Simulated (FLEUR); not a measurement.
## Magnetic state of free Fe(110) film, 3 layers from several starts

Wanted: the moments of free Fe(110) film, 3 layers and the energy of each order that was tried.

Calculated with FLEUR MaX-R8.1; PBEsol; all-electron FLAPW film, Dirac cores, scalar-relativistic bands.

## (1) Set-up

The cell holds 3 atoms: 3 Fe. Its edges and angles: a = 2.482 Å, b = 2.482 Å, c = 18.053 Å, α = 90.0°, β = 90.0°, γ = 109.5°. Layers at typed spacings, unrelaxed. Vacuum lies along c.

Coordinates:

```cif
data_structure
_symmetry_space_group_name_H-M 'P 1'
_symmetry_Int_Tables_number 1
_cell_length_a 2.4820
_cell_length_b 2.4820
_cell_length_c 18.0532
_cell_angle_alpha 90.000
_cell_angle_beta 90.000
_cell_angle_gamma 109.471
_cell_volume 104.86
loop_
_atom_site_label
_atom_site_type_symbol
_atom_site_fract_x
_atom_site_fract_y
_atom_site_fract_z
_atom_site_occupancy
Fe1 Fe 0.00000 0.00000 0.38774 1
Fe2 Fe 0.50000 0.50000 0.50000 1
Fe3 Fe 0.00000 0.00000 0.61226 1
```

## (2) Order 1, typed as ferro +++

The parallel start comes first: it shows whether parallel moments hold.

inpgen writes inp.xml from crystal.txt; cutoffs, mixing, functional, smearing and local orbitals are then set in the file. The k list default-1 (kpts.xml, not shown) is a Γ-centred 12×12×1 mesh; where the ranks do not divide the number of points, some are split in two of half the weight.

Contents of inp.xml:

```
<?xml version="1.0" encoding="UTF-8" standalone="no"?>
<fleurInput fleurInputVersion="0.39">
   <comment>
      Fe
   </comment>
   <calculationSetup>
      <cutoffs Kmax="3.68" Gmax="11.0" GmaxXC="11.0" numbands="0"/>
      <scfLoop itmax="120" minDistance="0.00002" maxIterBroyd="15" imix="Anderson" alpha="0.03" precondParam="0.0" spinf="2.0" sdNocoIR="T"/>
      <coreElectrons ctail="T" frcor="F" kcrel="1" coretail_lmax="0"/>
      <xcFunctional name="PBEs" relativisticCorrections="F"/>
      <magnetism jspins="2"/>
      <soc l_soc="F" theta="0.0" phi="0.0" spav="F"/>
      <expertModes spex="0" secvar="F"/>
      <geometryOptimization l_f="F" forcealpha="1.0" forcemix="BFGS" epsdisp="0.00001" epsforce="0.00001"/>
      <ldaU l_linMix="F" mixParam="0.05" spinf="1.0"/>
   </calculationSetup>
   <cell>
      <bzIntegration valenceElectrons="48.0" mode="hist" fermiSmearingEnergy="0.00183747">
         <kPointListSelection listName="default-1"/>
         <xi:include xmlns:xi="http://www.w3.org/2001/XInclude" href="kpts.xml"> </xi:include>
      </bzIntegration>
      <xi:include xmlns:xi="http://www.w3.org/2001/XInclude" href="sym.xml"> </xi:include>
      <filmLattice scale="1.0" dVac="12.92" dTilda="15.42">
         <bravaisMatrixFilm>
            <row-1>    2.7079775365518000    -3.8296584928783730</row-1>
            <row-2>    2.7079775365518000     3.8296584928783730</row-2>
         </bravaisMatrixFilm>
         <vacuumEnergyParameters vacuum="1" spinUp="-.25" spinDown="-.25"/>
      </filmLattice>
   </cell>
   <atomSpecies>
      <species name="Iron (Fe) 2.800" element="Fe" atomicNumber="26">
         <mtSphere radius="2.23" gridPoints="737" logIncrement="0.016"/>
         <atomicCutoffs lmax="8" lnonsphr="6"/>
         <electronConfig flipSpins="F">
            <coreConfig>(1s1/2) (2s1/2) (2p1/2) (2p3/2)</coreConfig>
            <valenceConfig>(3s1/2) (3p1/2) (3p3/2) (4s1/2) (3d3/2) (3d5/2)</valenceConfig>
            <stateOccupation state="(3d3/2)" spinUp="1.4" spinDown="1.0"/>
            <stateOccupation state="(3d5/2)" spinUp="3.0" spinDown="0.6"/>
         </electronConfig>
         <energyParameters s="4" p="4" d="3" f="4"/>
         <lo type="SCLO" l="0" n="3" eDeriv="0"/>
         <lo type="SCLO" l="1" n="3" eDeriv="0"/>
      </species>
   </atomSpecies>
   <atomGroups>
      <atomGroup species="Iron (Fe) 2.800">
         <filmPos label="                   1">.0000000000 .0000000000 -3.8297153215</filmPos>
         <filmPos label="                   3">.0000000000 .0000000000 3.8297153215</filmPos>
         <force calculate="T" relaxXYZ="TTT"/>
      </atomGroup>
      <atomGroup species="Iron (Fe) 2.800">
         <filmPos label="                   2">1.000/2.000 1.000/2.000 .0000000000</filmPos>
         <force calculate="T" relaxXYZ="TTT"/>
      </atomGroup>
   </atomGroups>
   <output dos="F" band="F" slice="F">
      <bandDOS minEnergy="-.5*Htr" maxEnergy="0.5*Htr" sigma="0.015" storeEVData="T"/>
      <plotting iplot="0" polar="F">
         <plot TwoD="T" vec1="  1.0  0.0  0.0" vec2="  0.0  1.0  0.0" vec3="  0.0  0.0  1.0" zero="  0.0  0.0 -0.5" file="plot"/>
      </plotting>
      <moessbauerParams electricFieldGradient="F" isomerShift="T" coreHyperfine="T" valenceHyperfine="T"/>
   </output>
</fleurInput>
```

Contents of crystal.txt:

```
Fe
&input film=T cartesian=F /
1.43300000000  -2.02656800000  0.00000000000
1.43300000000  2.02656800000  0.00000000000
0.00000000000  0.00000000000  1.00000000000
1.8897261246
1.0 1.0 1.0

3
26 0.00000000000  0.00000000000  -3.82971532153 : 2.800
26 0.50000000000  0.50000000000  0.00000000000 : 2.800
26 0.00000000000  0.00000000000  3.82971532153 : 2.800

&kpt div1=12 div2=12 div3=1 gamma=T /
```

Command:

```sh
> OMP_NUM_THREADS=1 inpgen -f crystal.txt > inpgen.log  # inp.xml is then edited as shown
> OMP_NUM_THREADS=1 mpirun -n 4 fleur_MPI > fleur.log
```

Output:

```text
Welcome to FLEUR        (www.flapw.de)
      MaX-Release 8.1          (www.max-centre.eu)

 ========== k-point set info ==========
 Selected k-point list: default-1
 k-point list type: mesh
 0 x 0 x 0
 Number of k points: 44

 ------------Calculation Setup---------------------------
 Number of MPI-tasks      :            4
 Number of PE/node        :            4
 Number of OMP-threads    :            1
 k-points in parallel     :            4
 pe's per k-point         :            1
 No of k-point loops      :           11
 Eigenvalue solver        :       lapack
 Number of basis functions:          303
 Approximate size of matrices (H+S) per k-point:         0.001 GB
 --------------------------------------------------------
 [... lines of the core solver left out ...]
 Iteration:     1   Distance:      25.23364827 me/bohr^3
 [... lines of the core solver left out ...]
 Iteration:     2   Distance:      11.05707700 me/bohr^3
 [... lines of the core solver left out ...]
 Iteration:     3   Distance:      11.99612853 me/bohr^3
 [... lines of the core solver left out ...]
 Iteration:     4   Distance:       9.97668402 me/bohr^3
 [... lines of the core solver left out ...]
 Iteration:     5   Distance:       6.66083002 me/bohr^3
 [... lines of the core solver left out ...]
 Iteration:     6   Distance:       5.72632192 me/bohr^3
 [... lines of the core solver left out ...]
 Iteration:     7   Distance:       3.91074963 me/bohr^3
 [... lines of the core solver left out ...]
[... rest left out ...]

--- out.xml (last complete iteration) ---
<iteration numberForCurrentRun="   32" overallNumber="   32">
         <energyParameters units="Htr">
            <atomicEP atomType="1" spin="1" branch="4s" branchLowest="-3.40" branchHighest="1.52" value="-0.3247678518"/>
            <atomicEP atomType="1" spin="1" branch="4p" branchLowest="-2.14" branchHighest="2.11" value="-0.1920097130"/>
            <atomicEP atomType="1" spin="1" branch="3d" branchLowest="-9.99" branchHighest="-0.12" value="-0.2619597965"/>
            <atomicEP atomType="1" spin="1" branch="4f" branchLowest="-9.99" branchHighest="3.13" value="0.1209593052"/>
            <loAtomicEP atomType="1" spin="1" branch="3s" branchLowest="-30.02" branchHighest="-3.40" value="-3.4079703990"/>
            <loAtomicEP atomType="1" spin="1" branch="3p" branchLowest="-25.57" branchHighest="-2.14" value="-2.1657048298"/>
            <atomicEP atomType="2" spin="1" branch="4s" branchLowest="-3.39" branchHighest="1.52" value="-0.3359935056"/>
            <atomicEP atomType="2" spin="1" branch="4p" branchLowest="-2.14" branchHighest="2.11" value="-0.2046893165"/>
            <atomicEP atomType="2" spin="1" branch="3d" branchLowest="-9.99" branchHighest="-0.11" value="-0.2616410670"/>
            <atomicEP atomType="2" spin="1" branch="4f" branchLowest="-9.99" branchHighest="3.14" value="0.1073669499"/>
            <loAtomicEP atomType="2" spin="1" branch="3s" branchLowest="-30.02" branchHighest="-3.39" value="-3.4052536194"/>
            <loAtomicEP atomType="2" spin="1" branch="3p" branchLowest="-25.57" branchHighest="-2.14" value="-2.1628018271"/>
            <vacuumEP vacuum="1" spin="1" vzIR="-0.2900107298" vzInf="0.0000000000" value="-0.2500000000"/>
            <atomicEP atomType="1" spin="2" branch="4s" branchLowest="-3.29" branchHighest="1.60" value="-0.3083621108"/>
            <atomicEP atomType="1" spin="2" branch="4p" branchLowest="-2.03" branchHighest="2.19" value="-0.1800833569"/>
            <atomicEP atomType="1" spin="2" branch="3d" branchLowest="-9.99" branchHighest="-0.01" value="-0.1801321246"/>
            <atomicEP atomType="1" spin="2" branch="4f" branchLowest="-9.99" branchHighest="3.21" value="0.1295107788"/>
            <loAtomicEP atomType="1" spin="2" branch="3s" branchLowest="-29.97" branchHighest="-3.29" value="-3.2970783823"/>
            <loAtomicEP atomType="1" spin="2" branch="3p" branchLowest="-25.53" branchHighest="-2.03" value="-2.0573876007"/>
            <atomicEP atomType="2" spin="2" branch="4s" branchLowest="-3.29" branchHighest="1.60" value="-0.3330091694"/>
            <atomicEP atomType="2" spin="2" branch="4p" branchLowest="-2.03" branchHighest="2.19" value="-0.2066127710"/>
            <atomicEP atomType="2" spin="2" branch="3d" branchLowest="-9.99" branchHighest="-0.01" value="-0.1897318017"/>
            <atomicEP atomType="2" spin="2" branch="4f" branchLowest="-9.99" branchHighest="3.21" value="0.1017539868"/>
            <loAtomicEP atomType="2" spin="2" branch="3s" branchLowest="-29.97" branchHighest="-3.29" value="-3.2994389191"/>
            <loAtomicEP atomType="2" spin="2" branch="3p" branchLowest="-25.53" branchHighest="-2.03" value="-2.0596425546"/>
            <vacuumEP vacuum="1" spin="2" vzIR="-0.2822700693" vzInf="0.0000000000" value="-0.2500000000"/>
         </energyParameters>
         <bandgap value="0.0174758728" units="eV"/>
         <sumValenceSingleParticleEnergies value="-64.2582455678" units="Htr"/>
         <FermiEnergy value="-0.1789930618" units="Htr"/>
         <valenceDensity>
            <mtCharges spin="1">
               <mtCharge atomType="1" total="8.6294080" s="1.1741147" p="3.1114268" d="4.3328088" f="0.0084470"/>
               <mtCharge atomType="2" total="8.5943665" s="1.1689099" p="3.1401149" d="4.2702295" f="0.0116106"/>
            </mtCharges>
            <mtCharges spin="2">
               <mtCharge atomType="1" total="5.9692979" s="1.1733413" p="3.1220686" d="1.6665383" f="0.0059335"/>
               <mtCharge atomType="2" total="6.1102291" s="1.1778398" p="3.1731038" d="1.7491757" f="0.0082763"/>
            </mtCharges>
            <spinDependentCharge spin="1" total="27.8891353" interstitial="1.9091981" mtSpheres="25.8531826" vacuum1="0.0633773"/>
            <spinDependentCharge spin="2" total="20.1108649" interstitial="1.9489243" mtSpheres="18.0488248" vacuum1="0.0565579"/>
            <totalCharge value="48.0000002215"/>
         </valenceDensity>
         <allElectronCharges>
            <spinDependentCharge spin="1" total="42.8891515" interstitial="1.9091981" mtSpheres="40.8531988" vacuum1="0.0633773"/>
            <spinDependentCharge spin="2" total="35.1108487" interstitial="1.9489243" mtSpheres="33.0488087" vacuum1="0.0565579"/>
            <totalCharge value="78.0000002225"/>
         </allElectronCharges>
         <magneticMomentsInMTSpheres units="muBohr">
            <globalMagMoment atomType="1" vec="0.00000   0.00000   2.66012"/>
            <localMagMoment atomType="1" vec="0.00000   0.00000   2.66012"/>
            <globalMagMoment atomType="2" vec="0.00000   0.00000   2.48415"/>
            <localMagMoment atomType="2" vec="0.00000   0.00000   2.48415"/>
         </magneticMomentsInMTSpheres>
         <moessbauerParams unitsHFF="kG" unitsIS="e/bohr^3" unitsEFG="Htr/bohr^2">
            <coreHyperfineField atomType="1" hffTotal="-666.32847" isTotal="14928.08944">
               <shell n="1" l="0" hff="-11.97660" isomerShift="13641.37513"/>
               <shell n="2" l="0" hff="-656.20228" isomerShift="1279.70971"/>
               <shell n="2" l="1" hff="1.85041" isomerShift="7.00459"/>
            </coreHyperfineField>
            <coreHyperfineField atomType="2" hffTotal="-640.31859" isTotal="14928.00314">
               <shell n="1" l="0" hff="-10.55140" isomerShift="13641.32260"/>
               <shell n="2" l="0" hff="-631.55671" isomerShift="1279.67644"/>
               <shell n="2" l="1" hff="1.78951" isomerShift="7.00410"/>
            </coreHyperfineField>
            <isomerShift atomType="1" nucleusRadius="0.0000903" averageDensity="15120.22564"/>
            <isomerShift atomType="2" nucleusRadius="0.0000903" averageDensity="15120.14675"/>
         </moessbauerParams>
         <totalEnergy value="    -3814.8409336208" units="Htr">
            <sumOfEigenvalues value="    -2245.0100559406">
               <coreElectrons value="-2180.7518103728"/>
               <valenceElectrons value="-64.2582455678"/>
            </sumOfEigenvalues>
            <densityCoulombPotentialIntegral value="-5896.3572245148"/>
            <densityEffectivePotentialIntegral value="-6111.4128663725"/>
            <chargeDenXCDenIntegral value="-164.1972860036"/>
            <FockExchangeEnergyValence value="0.0000000000"/>
            <FockExchangeEnergyCore value="0.0000000000"/>
            <atomTypeDependentContributions atomType="1">
               <electronNucleiInteractionDifferentMTs value="3035.1194156634"/>
               <MadelungTerm value="-10.7771888508"/>
            </atomTypeDependentContributions>
            <atomTypeDependentContributions atomType="2">
               <electronNucleiInteractionDifferentMTs value="1518.1930948844"/>
               <MadelungTerm value="-4.7781463932"/>
            </atomTypeDependentContributions>
            <tkbTimesEntropy value="0.0008721413"/>
            <freeEnergy value="-3814.8418057621"/>
            <extrapolationTo0K value="-3814.8413696915"/>
         </totalEnergy>
         <densityConvergence units="me/bohr^3">
            <chargeDensity spin="1" distance="0.0000037370"/>
            <chargeDensity spin="2" distance="0.0000159648"/>
            <overallChargeDensity distance="0.0000145307"/>
            <spinDensity distance="0.0000180705"/>
         </densityConvergence>
      </iteration>
```

The job ended after 43 s (4 MPI ranks of Intel Xeon Platinum 8375C at 2.90GHz (Ice Lake), shared host; peak memory 0.32 GiB).

Spin moment in the muffin-tin sphere by atom:

```tsv
atom	spin moment in the muffin-tin sphere (μB)
Fe1	2.66
Fe2	2.48
Fe3	2.66
```

Numbers from this step:

| Item | Value |
| --- | --- |
| free energy | -103807.1338 eV |
| program's band gap on this mesh (in a metal only a level spacing) | 0.01748 eV |
| magnetization | 7.778 μB |
| final state | ferromagnetic |

After 32 cycles the largest moment stands at 2.66 μB.

## (3) Order 2, typed as ferri +-+

An opposed order shows whether neighbours prefer unlike signs.

inp.xml, as its differences from that of step 2:

```diff
@@ -44,2 +44,15 @@
       </species>
+      <species name="Iron (Fe) -2.800" element="Fe" atomicNumber="26">
+         <mtSphere radius="2.23" gridPoints="737" logIncrement="0.016"/>
+         <atomicCutoffs lmax="8" lnonsphr="6"/>
+         <electronConfig flipSpins="F">
+            <coreConfig>(1s1/2) (2s1/2) (2p1/2) (2p3/2)</coreConfig>
+            <valenceConfig>(3s1/2) (3p1/2) (3p3/2) (4s1/2) (3d3/2) (3d5/2)</valenceConfig>
+            <stateOccupation state="(3d3/2)" spinUp="1.0" spinDown="1.4"/>
+            <stateOccupation state="(3d5/2)" spinUp="0.6" spinDown="3.0"/>
+         </electronConfig>
+         <energyParameters s="4" p="4" d="3" f="4"/>
+         <lo type="SCLO" l="0" n="3" eDeriv="0"/>
+         <lo type="SCLO" l="1" n="3" eDeriv="0"/>
+      </species>
    </atomSpecies>
@@ -51,3 +64,3 @@
       </atomGroup>
-      <atomGroup species="Iron (Fe) 2.800">
+      <atomGroup species="Iron (Fe) -2.800">
          <filmPos label="                   2">1.000/2.000 1.000/2.000 .0000000000</filmPos>
```

crystal.txt, as its differences from that of step 2:

```diff
@@ -10,3 +10,3 @@
 26 0.00000000000  0.00000000000  -3.82971532153 : 2.800
-26 0.50000000000  0.50000000000  0.00000000000 : 2.800
+26 0.50000000000  0.50000000000  0.00000000000 : -2.800
 26 0.00000000000  0.00000000000  3.82971532153 : 2.800
```

Output:

```text
[banner, memory and clock lines left out]
Welcome to FLEUR        (www.flapw.de)
      MaX-Release 8.1          (www.max-centre.eu)

 ========== k-point set info ==========
 Selected k-point list: default-1
 k-point list type: mesh
 0 x 0 x 0
 Number of k points: 44

 ------------Calculation Setup---------------------------
 Number of PE/node        :            4
 Number of OMP-threads    :            1
 k-points in parallel     :            4
 pe's per k-point         :            1
 No of k-point loops      :           11
 Eigenvalue solver        :       lapack
 Number of basis functions:          303
 Approximate size of matrices (H+S) per k-point:         0.001 GB
 [... lines of the core solver left out ...]
 Iteration:     1   Distance:      27.39303115 me/bohr^3
 [... lines of the core solver left out ...]
 Iteration:     2   Distance:      13.32639131 me/bohr^3
 [... lines of the core solver left out ...]
 Iteration:     3   Distance:      13.44366902 me/bohr^3
 [... lines of the core solver left out ...]
 Iteration:     4   Distance:       8.90941073 me/bohr^3
 [... lines of the core solver left out ...]
 Iteration:     5   Distance:       7.41101334 me/bohr^3
 [... lines of the core solver left out ...]
 Iteration:     6   Distance:       7.14527504 me/bohr^3
 [... lines of the core solver left out ...]
 Iteration:     7   Distance:       4.20892703 me/bohr^3
 [... lines of the core solver left out ...]
[... rest left out ...]

--- out.xml (last complete iteration) ---
<iteration numberForCurrentRun="   42" overallNumber="   42">
         [... left out ...]
         <bandgap value="0.0034663856" units="eV"/>
         <sumValenceSingleParticleEnergies value="-64.8554070737" units="Htr"/>
         <FermiEnergy value="-0.1807759802" units="Htr"/>
         <valenceDensity>
            <mtCharges spin="1">
               <mtCharge atomType="1" total="8.5123811" s="1.1784433" p="3.1179311" d="4.2062894" f="0.0075957"/>
               <mtCharge atomType="2" total="6.2647075" s="1.1683419" p="3.1467906" d="1.9361889" f="0.0104944"/>
            </mtCharges>
            <mtCharges spin="2">
               <mtCharge atomType="1" total="6.0802426" s="1.1692283" p="3.1209927" d="1.7811519" f="0.0069259"/>
               <mtCharge atomType="2" total="8.4335094" s="1.1870947" p="3.1791162" d="4.0547789" f="0.0099520"/>
            </mtCharges>
            <spinDependentCharge spin="1" total="25.3039900" interstitial="1.9093574" mtSpheres="23.2894697" vacuum1="0.0525815"/>
            <spinDependentCharge spin="2" total="22.6960102" interstitial="1.9670302" mtSpheres="20.5939946" vacuum1="0.0674927"/>
            <totalCharge value="48.0000002236"/>
         </valenceDensity>
         [... left out ...]
         <magneticMomentsInMTSpheres units="muBohr">
            <globalMagMoment atomType="1" vec="0.00000   0.00000   2.43215"/>
            <localMagMoment atomType="1" vec="0.00000   0.00000   2.43215"/>
            <globalMagMoment atomType="2" vec="0.00000   0.00000  -2.16881"/>
            <localMagMoment atomType="2" vec="0.00000   0.00000  -2.16881"/>
         </magneticMomentsInMTSpheres>
         [... left out ...]
         <totalEnergy value="    -3814.8183711612" units="Htr">
            <sumOfEigenvalues value="    -2246.1005086152">
               <coreElectrons value="-2181.2451015414"/>
               <valenceElectrons value="-64.8554070737"/>
            </sumOfEigenvalues>
            <densityCoulombPotentialIntegral value="-5897.4376538339"/>
            <densityEffectivePotentialIntegral value="-6112.4063995701"/>
            <chargeDenXCDenIntegral value="-164.1324462667"/>
            <FockExchangeEnergyValence value="0.0000000000"/>
            <FockExchangeEnergyCore value="0.0000000000"/>
         [... left out ...]
            <tkbTimesEntropy value="0.0016540122"/>
            <freeEnergy value="-3814.8200251734"/>
            <extrapolationTo0K value="-3814.8191981673"/>
         </totalEnergy>
         <densityConvergence units="me/bohr^3">
            <chargeDensity spin="1" distance="0.0000071251"/>
            <chargeDensity spin="2" distance="0.0000080911"/>
            <overallChargeDensity distance="0.0000067200"/>
            <spinDensity distance="0.0000136860"/>
         </densityConvergence>
      </iteration>
```

Run time: 56 s. Hardware: 4 MPI ranks; peak memory 0.32 GiB; 3.7 min of CPU time.

Spin moment in the muffin-tin sphere by atom:

```tsv
atom	spin moment in the muffin-tin sphere (μB)
Fe1	2.43
Fe2	-2.17
Fe3	2.43
```

Numbers from this step:

| Property | Result |
| --- | --- |
| free energy | -103806.5412 eV |
| program's band gap on this mesh (in a metal only a level spacing) | 0.003466 eV |
| magnetization | 2.608 μB |
| final state | ferrimagnetic |

It lies 198 meV a seeded atom over the first start, and its largest moment is 2.43 μB against 2.66 μB.

(Continued in part 2 of 2.)

[Logs and program files are shortened in this print: banners, set-up blocks, solver, clock and traceback lines can be left out without a mark of their own.]

[Logs are printed without paths, hosts, clocks, repeated set-up lines and the standing remarks that a program may print on its own settings, such as how far it seeks lower states.]

[Hosts, paths, dates, database ids (printed as entryN), source tags and the programs' standing remarks are cut or masked in the printed files.]

[Where a cell is said to come from a database of computed structures, the database is the Materials Project.]
